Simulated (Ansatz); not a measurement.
# Work function of Pt(100): what the settings cost and change, part 2 of 2

Aim: the work function of Pt(100) against thickness and vacuum, with the cost.

Ansatz 0.2.0; plane-wave DFT, PBE, Ansatz PAW.

So far, work function, upper face (eV): step 2 (slab, setting 1 layer) 6.36; step 4 (slab, 3 atoms) 5.69; step 5 (slab, 4 atoms) 5.64; step 6 (run, 5 atoms) 5.67; step 7 (run, 6 atoms) 5.66.

## Step 8: Run, 8 atoms

System of this step: Pt(100). The cell holds 8 atoms: 8 Pt. Cell: a = 2.772 Å, b = 2.772 Å, c = 31.720 Å, α = 90.0°, β = 90.0°, γ = 90.0°. Vacuum lies along c.

File input.yaml:

```yaml
crystal:
  lattice:
    - [2.7718585823, 0.0, 0.0]
    - [0.0, 2.7718585823, 0.0]
    - [0.0, 0.0, 31.72]
  atoms:
    - { symbol: Pt, position: [0.5, 0.5, 0.2837326608] }
    - { symbol: Pt, position: [0.0, 0.0, 0.3455233291] }
    - { symbol: Pt, position: [0.5, 0.5, 0.4073139975] }
    - { symbol: Pt, position: [0.0, 0.0, 0.4691046658] }
    - { symbol: Pt, position: [0.5, 0.5, 0.5308953342] }
    - { symbol: Pt, position: [0.0, 0.0, 0.5926860025] }
    - { symbol: Pt, position: [0.5, 0.5, 0.6544766709] }
    - { symbol: Pt, position: [0.0, 0.0, 0.7162673392] }
kpoints:
  mp_grid: { grid: [15, 15, 1] }
hamiltonian:
  xc: pbe
scf:
  occupations: { method: fermi_dirac, width: 0.1 }
  convergence: { dr2_threshold: 1.0e-09 }
efield:
  axis: 3
  dipole_correction: true
  ramp_position: 0.97
  ramp_width: 0.06
output:
  write_potential: true
  write_density: true
  volumetric_format: npy
```

Started as:

```
$ ansatz run input.yaml --threads 2 --pin off --max-ram 3072MiB --backend cpu --events-out ev --progress --plain --runs-dir out
```

Numbers of over 12 decimals in the logs are rounded to 6 here.

The log of the run:

```text
[...]
Crystal: 8 atoms, lattice volume = 243.711 Å³
Basis set: ecut = 420 eV, 4847 PW (Γ)
Bands: 87, of which v1, the nominal top of the filled ones, is band 72 counted from 1 (71 counted from 0)
Symmetry: 8 space group operations
k-points: 36 of 225
[...]
k-point 0: bands = [... 68 lower, 8.1128, 8.1128, 8.2051, 8.3924, 8.5102, 8.7396, 8.7396, 8.7781, ... 11 higher]
  k-point 1: bands = [... 68 lower, 7.8164, 7.9739, 8.3048, 8.4222, 8.4244, 8.4366, 8.6867, 8.7104, ... 11 higher]
  k-point 2: bands = [... 68 lower, 7.7389, 7.8114, 7.9235, 8.2125, 8.3782, 8.5346, 8.7236, 8.7522, ... 11 higher]
  k-point 35: bands = [... 68 lower, 9.1116, 9.1218, 9.6510, 9.6783, 10.8641, 11.5491, 12.2948, 12.8911, ... 11 higher]
[key lines of the parts left out:]
SCF converged after 13 iterations
Free energy (F): -100182.504520 eV
Fermi energy:    8.698686 eV
Dipole field:    D = -0.000000 V/Å  (p = -0.000000 e·Å, saw-weighted, corrected)
Work function:   Φ+ = 5.6676 eV   Φ− = 5.6676 eV
```

It took 2.3 min on 2 threads of Arm Neoverse N1, shared host; peak memory 1 GiB.

The work function is 5.668 eV, +0.007 eV from the run “6 layers”, at 1.8 times its CPU time.

## Step 9: Slab, 10 atoms

System of this step: Pt(100). The cell holds 10 atoms: 10 Pt. Its edges and angles: a = 2.772 Å, b = 2.772 Å, c = 35.640 Å, α = 90.0°, β = 90.0°, γ = 90.0°. Vacuum lies along c.

input.yaml, the sections that differ from step 8:

```yaml
crystal:
  lattice:
    - [2.7718585823, 0.0, 0.0]
    - [0.0, 2.7718585823, 0.0]
    - [0.0, 0.0, 35.64]
  atoms:
    - { symbol: Pt, position: [0.5, 0.5, 0.2525252525] }
    - { symbol: Pt, position: [0.0, 0.0, 0.3075196409] }
    - { symbol: Pt, position: [0.5, 0.5, 0.3625140292] }
    - { symbol: Pt, position: [0.0, 0.0, 0.4175084175] }
    - { symbol: Pt, position: [0.5, 0.5, 0.4725028058] }
    - { symbol: Pt, position: [0.0, 0.0, 0.5274971942] }
    - { symbol: Pt, position: [0.5, 0.5, 0.5824915825] }
    - { symbol: Pt, position: [0.0, 0.0, 0.6374859708] }
    - { symbol: Pt, position: [0.5, 0.5, 0.6924803591] }
    - { symbol: Pt, position: [0.0, 0.0, 0.7474747475] }
# kpoints, hamiltonian, scf, efield, output: as in step 8
```

The log of the run:

```text
[...]
Crystal: 10 atoms, lattice volume = 273.829 Å³
Basis set: ecut = 420 eV, 5467 PW (Γ)
Bands: 108, of which v1, the nominal top of the filled ones, is band 90 counted from 1 (89 counted from 0)
Symmetry: 8 space group operations
k-points: 36 of 225
[...]
k-point 1: bands = [... 86 lower, 9.5317, 9.7234, 9.7985, 9.8887, 10.0566, 10.1177, 10.2604, 10.3314, ... 14 higher]
  k-point 2: bands = [... 86 lower, 9.3650, 9.4655, 9.6263, 9.7677, 10.0311, 10.1074, 10.1092, 10.2626, ... 14 higher]
  k-point 35: bands = [... 86 lower, 10.7382, 10.7488, 11.2822, 11.2994, 12.3205, 13.0219, 13.4557, 14.0494, ... 14 higher]
[key lines of the parts left out:]
SCF converged after 13 iterations
Free energy (F): -125228.554939 eV
Fermi energy:    10.324068 eV
Dipole field:    D = -0.000000 V/Å  (p = -0.000000 e·Å, saw-weighted, corrected)
Work function:   Φ+ = 5.6643 eV   Φ− = 5.6643 eV
```

The job ended after 3.3 min (2 threads; peak memory 1.3 GiB).

The work function is 5.664 eV, -0.003 eV from the run “8 layers”, at 1.6 times its CPU time.

## Step 10: Slab, 13 atoms

System of this step: Pt(100). The cell holds 13 atoms: 13 Pt. Cell: a = 2.772 Å, b = 2.772 Å, c = 41.520 Å, α = 90.0°, β = 90.0°, γ = 90.0°. Vacuum lies along c.

input.yaml, the sections that differ from step 9:

```yaml
crystal:
  lattice:
    - [2.7718585823, 0.0, 0.0]
    - [0.0, 2.7718585823, 0.0]
    - [0.0, 0.0, 41.52]
  atoms:
    - { symbol: Pt, position: [0.0, 0.0, 0.2167630058] }
    - { symbol: Pt, position: [0.5, 0.5, 0.2639691715] }
    - { symbol: Pt, position: [0.0, 0.0, 0.3111753372] }
    - { symbol: Pt, position: [0.5, 0.5, 0.3583815029] }
    - { symbol: Pt, position: [0.0, 0.0, 0.4055876686] }
    - { symbol: Pt, position: [0.5, 0.5, 0.4527938343] }
    - { symbol: Pt, position: [0.0, 0.0, 0.5] }
    - { symbol: Pt, position: [0.5, 0.5, 0.5472061657] }
    - { symbol: Pt, position: [0.0, 0.0, 0.5944123314] }
    - { symbol: Pt, position: [0.5, 0.5, 0.6416184971] }
    - { symbol: Pt, position: [0.0, 0.0, 0.6888246628] }
    - { symbol: Pt, position: [0.5, 0.5, 0.7360308285] }
    - { symbol: Pt, position: [0.0, 0.0, 0.7832369942] }
# kpoints, hamiltonian, scf, efield, output: as in step 9
```

The log of the run:

```text
[...]
Crystal: 13 atoms, lattice volume = 319.006 Å³
Basis set: ecut = 420 eV, 6335 PW (Γ)
Bands: 141, of which v1, the nominal top of the filled ones, is band 117 counted from 1 (116 counted from 0)
Symmetry: 8 space group operations
k-points: 36 of 225
[...]
k-point 1: bands = [... 113 lower, 11.4550, 11.5918, 11.6798, 11.8260, 11.8577, 11.8861, 11.9304, 12.0862, ... 20 higher]
  k-point 2: bands = [... 113 lower, 11.2332, 11.4605, 11.5033, 11.5322, 11.7545, 11.8943, 11.9920, 12.0589, ... 20 higher]
  k-point 35: bands = [... 113 lower, 12.5999, 12.6143, 13.1449, 13.1535, 14.0224, 14.7445, 14.8737, 15.4801, ... 20 higher]
[key lines of the parts left out:]
SCF converged after 13 iterations
Free energy (F): -162797.628299 eV
Fermi energy:    12.181923 eV
Dipole field:    D = -0.000001 V/Å  (p = -0.000001 e·Å, saw-weighted, corrected)
Work function:   Φ+ = 5.6703 eV   Φ− = 5.6703 eV
```

Run time: 6 min. Hardware: 2 threads; peak memory 1.8 GiB; 11 min of CPU time.

The work function is 5.670 eV, +0.006 eV from the run “10 layers”, at 1.8 times its CPU time.

## Step 11: Run, 7 atoms

System of this step: Pt(100). The cell holds 7 atoms: 7 Pt. Its edges and angles: a = 2.772 Å, b = 2.772 Å, c = 21.760 Å, α = 90.0°, β = 90.0°, γ = 90.0°. Vacuum lies along c.

input.yaml, the sections that differ from step 10:

```yaml
crystal:
  lattice:
    - [2.7718585823, 0.0, 0.0]
    - [0.0, 2.7718585823, 0.0]
    - [0.0, 0.0, 21.76]
  atoms:
    - { symbol: Pt, position: [0.0, 0.0, 0.2297794118] }
    - { symbol: Pt, position: [0.5, 0.5, 0.3198529412] }
    - { symbol: Pt, position: [0.0, 0.0, 0.4099264706] }
    - { symbol: Pt, position: [0.5, 0.5, 0.5] }
    - { symbol: Pt, position: [0.0, 0.0, 0.5900735294] }
    - { symbol: Pt, position: [0.5, 0.5, 0.6801470588] }
    - { symbol: Pt, position: [0.0, 0.0, 0.7702205882] }
# kpoints, hamiltonian, scf, efield, output: as in step 10
```

The log of the run:

```text
[...]
Crystal: 7 atoms, lattice volume = 167.186 Å³
Basis set: ecut = 420 eV, 3309 PW (Γ)
Bands: 76, of which v1, the nominal top of the filled ones, is band 63 counted from 1 (62 counted from 0)
Symmetry: 8 space group operations
k-points: 36 of 225
[...]
k-point 1: bands = [... 59 lower, 11.7189, 12.1654, 12.2268, 12.2506, 12.2898, 12.6259, 12.6660, 12.7591, ... 9 higher]
  k-point 2: bands = [... 59 lower, 11.6179, 11.7389, 11.9850, 12.2358, 12.2847, 12.4636, 12.5887, 12.8825, ... 9 higher]
  k-point 35: bands = [... 59 lower, 13.0637, 13.0751, 13.6021, 13.6365, 14.9359, 15.6122, 16.5682, 17.1743, ... 9 higher]
[key lines of the parts left out:]
SCF converged after 12 iterations
Free energy (F): -87659.477497 eV
Fermi energy:    12.650123 eV
Dipole field:    D = 0.000000 V/Å  (p = 0.000000 e·Å, saw-weighted, corrected)
Work function:   Φ+ = 5.6628 eV (in doubt: plateau slope 2.0e-2 eV/Å)   Φ− = 5.6637 eV (in doubt: plateau slope 1.4e-2 eV/Å)
```

Wall time 79 s (2 threads); peak memory 0.71 GiB.

The work function is 5.663 eV. The program marks this work function as in doubt.

## Step 12: Slab, 7 atoms

The cell differs from the one that the last finished run ended in (c 21.760 → 25.760 Å).

input.yaml, the sections that differ from step 11:

```yaml
crystal:
  lattice:
    - [2.7718585823, 0.0, 0.0]
    - [0.0, 2.7718585823, 0.0]
    - [0.0, 0.0, 25.76]
  atoms:
    - { symbol: Pt, position: [0.0, 0.0, 0.2717391304] }
    - { symbol: Pt, position: [0.5, 0.5, 0.347826087] }
    - { symbol: Pt, position: [0.0, 0.0, 0.4239130435] }
    - { symbol: Pt, position: [0.5, 0.5, 0.5] }
    - { symbol: Pt, position: [0.0, 0.0, 0.5760869565] }
    - { symbol: Pt, position: [0.5, 0.5, 0.652173913] }
    - { symbol: Pt, position: [0.0, 0.0, 0.7282608696] }
# kpoints, hamiltonian, scf, efield, output: as in step 11
```

The log of the run:

```text
[...]
Crystal: 7 atoms, lattice volume = 197.919 Å³
Basis set: ecut = 420 eV, 3947 PW (Γ)
Bands: 76, of which v1, the nominal top of the filled ones, is band 63 counted from 1 (62 counted from 0)
Symmetry: 8 space group operations
k-points: 36 of 225
[...]
k-point 0: bands = [... 59 lower, 8.9941, 9.1456, 9.1853, 9.5502, 9.7578, 9.7578, 9.8800, 9.9144, ... 9 higher]
  k-point 1: bands = [... 59 lower, 8.8749, 9.3215, 9.3828, 9.4070, 9.4459, 9.7819, 9.8221, 9.9152, ... 9 higher]
  k-point 2: bands = [... 59 lower, 8.7740, 8.8947, 9.1410, 9.3918, 9.4412, 9.6196, 9.7447, 10.0385, ... 9 higher]
  k-point 35: bands = [... 59 lower, 10.2198, 10.2311, 10.7581, 10.7925, 12.0919, 12.7683, 13.7243, 14.3303, ... 9 higher]
[key lines of the parts left out:]
SCF converged after 12 iterations
Free energy (F): -87659.477461 eV
Fermi energy:    9.806160 eV
Dipole field:    D = -0.000000 V/Å  (p = -0.000000 e·Å, saw-weighted, corrected)
Work function:   Φ+ = 5.6654 eV   Φ− = 5.6654 eV
```

Wall time 91 s (2 threads); peak memory 0.8 GiB; 2.5 min of CPU time.

The work function is 5.665 eV, +0.003 eV from the run “7 layers, 10 Å of vacuum”, at 1.1 times its CPU time.

## Step 13: Run, 7 atoms (run 2)

The cell differs from the one that the last finished run ended in (c 25.760 → 37.760 Å).

input.yaml, the sections that differ from step 12:

```yaml
crystal:
  lattice:
    - [2.7718585823, 0.0, 0.0]
    - [0.0, 2.7718585823, 0.0]
    - [0.0, 0.0, 37.76]
  atoms:
    - { symbol: Pt, position: [0.0, 0.0, 0.344279661] }
    - { symbol: Pt, position: [0.5, 0.5, 0.3961864407] }
    - { symbol: Pt, position: [0.0, 0.0, 0.4480932203] }
    - { symbol: Pt, position: [0.5, 0.5, 0.5] }
    - { symbol: Pt, position: [0.0, 0.0, 0.5519067797] }
    - { symbol: Pt, position: [0.5, 0.5, 0.6038135593] }
    - { symbol: Pt, position: [0.0, 0.0, 0.655720339] }
# kpoints, hamiltonian, scf, efield, output: as in step 12
```

The log of the run:

```text
[...]
Crystal: 7 atoms, lattice volume = 290.118 Å³
Basis set: ecut = 420 eV, 5779 PW (Γ)
Bands: 76, of which v1, the nominal top of the filled ones, is band 63 counted from 1 (62 counted from 0)
Symmetry: 8 space group operations
k-points: 36 of 225
[...]
k-point 0: bands = [... 59 lower, 4.0773, 4.2288, 4.2685, 4.6334, 4.8410, 4.8410, 4.9632, 4.9976, ... 9 higher]
  k-point 1: bands = [... 59 lower, 3.9581, 4.4047, 4.4660, 4.4902, 4.5291, 4.8651, 4.9053, 4.9984, ... 9 higher]
  k-point 2: bands = [... 59 lower, 3.8572, 3.9779, 4.2242, 4.4750, 4.5245, 4.7028, 4.8279, 5.1217, ... 9 higher]
  k-point 35: bands = [... 59 lower, 5.3030, 5.3143, 5.8413, 5.8757, 7.1751, 7.8515, 8.8075, 9.4135, ... 9 higher]
[key lines of the parts left out:]
SCF converged after 13 iterations
Free energy (F): -87659.477461 eV
Fermi energy:    4.889355 eV
Dipole field:    D = -0.000000 V/Å  (p = -0.000000 e·Å, saw-weighted, corrected)
Work function:   Φ+ = 5.6654 eV   Φ− = 5.6654 eV
```

Elapsed: 3.2 min, on 2 threads; peak memory 1 GiB.

The work function is 5.665 eV, -0.000 eV from the run “7 layers, 14 Å of vacuum”, at 1.5 times its CPU time.

## Step 14: Comparing the runs

Times are for 2 threads of Arm Neoverse N1, shared host. The runs compared:

| no. | setting | work function, upper face (eV) | time | memory (GiB) |
| --- | --- | --- | --- | --- |
| 1 | 1 layer | 6.360 | 12 s | 0.4 |
| 2 | 2 layers | 5.764 | 13 s | 0.41 |
| 3 | 3 layers | 5.690 | 28 s | 0.46 |
| 4 | 4 layers | 5.640 | 43 s | 0.55 |
| 5 | 5 layers | 5.667 | 70 s | 0.64 |
| 6 | 6 layers | 5.661 | 89 s | 0.75 |
| 7 | 8 layers | 5.668 | 2.3 min | 1.0 |
| 8 | 10 layers | 5.664 | 3.3 min | 1.3 |
| 9 | 13 layers | 5.670 | 6 min | 1.8 |
| 10 | 7 layers, 10 Å of vacuum | 5.663 | 79 s | 0.71 |
| 11 | 7 layers, 14 Å of vacuum | 5.665 | 91 s | 0.8 |
| 12 | 7 layers, 26 Å of vacuum | 5.665 | 3.2 min | 1.0 |

## Step 15: The same run with other settings

System of this step: Pt(100) monolayer. The cell holds 1 atom: 1 Pt. Its edges and angles: a = 2.772 Å, b = 2.772 Å, c = 18.000 Å, α = 90.0°, β = 90.0°, γ = 90.0°. Vacuum lies along c.

An input spoilt on purpose, to show how the run answers: it repeats the earlier run “1 layer” with scf.n_extra_bands to 0 and scf.occupations from method: fermi_dirac, width: 0.1 to method: fermi_dirac, width: 0.3, and scf.max_iter set to 50; its output block differs too.

input.yaml, the sections that differ from step 13:

```yaml
crystal:
  lattice:
    - [2.7718585823, 0.0, 0.0]
    - [0.0, 2.7718585823, 0.0]
    - [0.0, 0.0, 18.0]
  atoms:
    - { symbol: Pt, position: [0.5, 0.5, 0.5] }
scf:
  occupations: { method: fermi_dirac, width: 0.3 }
  convergence: { dr2_threshold: 1.0e-09 }
  n_extra_bands: 0
  max_iter: 50
# kpoints, hamiltonian, efield, output: as in step 13
```

The log of the run:

```text
Error: inconsistent input (scf.n_extra_bands, scf.occupations.method): n_bands = 9 leaves no empty band above the 9 bands per channel that the deck's 18 electrons occupy, and the occupations search for the Fermi level (a smearing at a finite width, or tetrahedra): a level found among occupied bands alone can fill a metal as an insulator; raise scf.n_extra_bands until at least 10 bands are solved (omitted, it auto-derives to 15) (see scf.n_extra_bands in the input reference)
```

It took 0.13 s on 2 threads; peak memory 0.07 GiB.

The program refused the input before any cycle.

The program's message: “Error: inconsistent input (scf.n_extra_bands, scf.occupations.method): n_bands = 9 leaves no empty band above the 9 bands per channel that the deck's 18 electrons occupy, and the occupations search fo …”

The fault put into the input: too few bands.

## Step 16: Summary of results

```
work function, 1 layer   : 6.360 eV
work function, 4 layers  : 5.640 eV
work function, 6 layers  : 5.661 eV
work function, 13 layers : 5.670 eV
```

**Reading.** The thickest slab gives 5.67 eV, and the settings tried spread the value from 5.64 to 6.36 eV. At 18 Å of vacuum, the slabs from 3 layers on stay within 0.04 eV of the thickest. Going from 10 to 26 Å of vacuum moves it by 0.003 eV. The program marks the value as in doubt in “7 layers, 10 Å of vacuum”. A compiled measured value is 5.7 eV (arxiv:1902.07811, 2019), but the real face reconstructs and these slabs don't, so it is no test of the method. The ladder's slabs use the tabulated experimental lattice constant (two decimals; a low-temperature value for the alkali metals). The main runs have no spin polarisation; a magnetic state could lie lower and would change these results. In 1 run of the series (7 layers, 10 Å of vacuum) the program warns that electrons reach the sawtooth's ramp, which makes dipole and work function less sure.

[Logs are printed without paths, hosts, clocks, repeated set-up lines and the standing remarks that a program may print on its own settings, such as how far it seeks lower states.]

[Hosts, paths, dates, database ids (printed as entryN), source tags and the programs' standing remarks are cut or masked in the printed files.]

[Maps of the electrostatic potential energy from Ansatz leave out the sawtooth potential of an applied field or a dipole correction, so their vacuum need not be flat; planar profiles and work functions include it.]
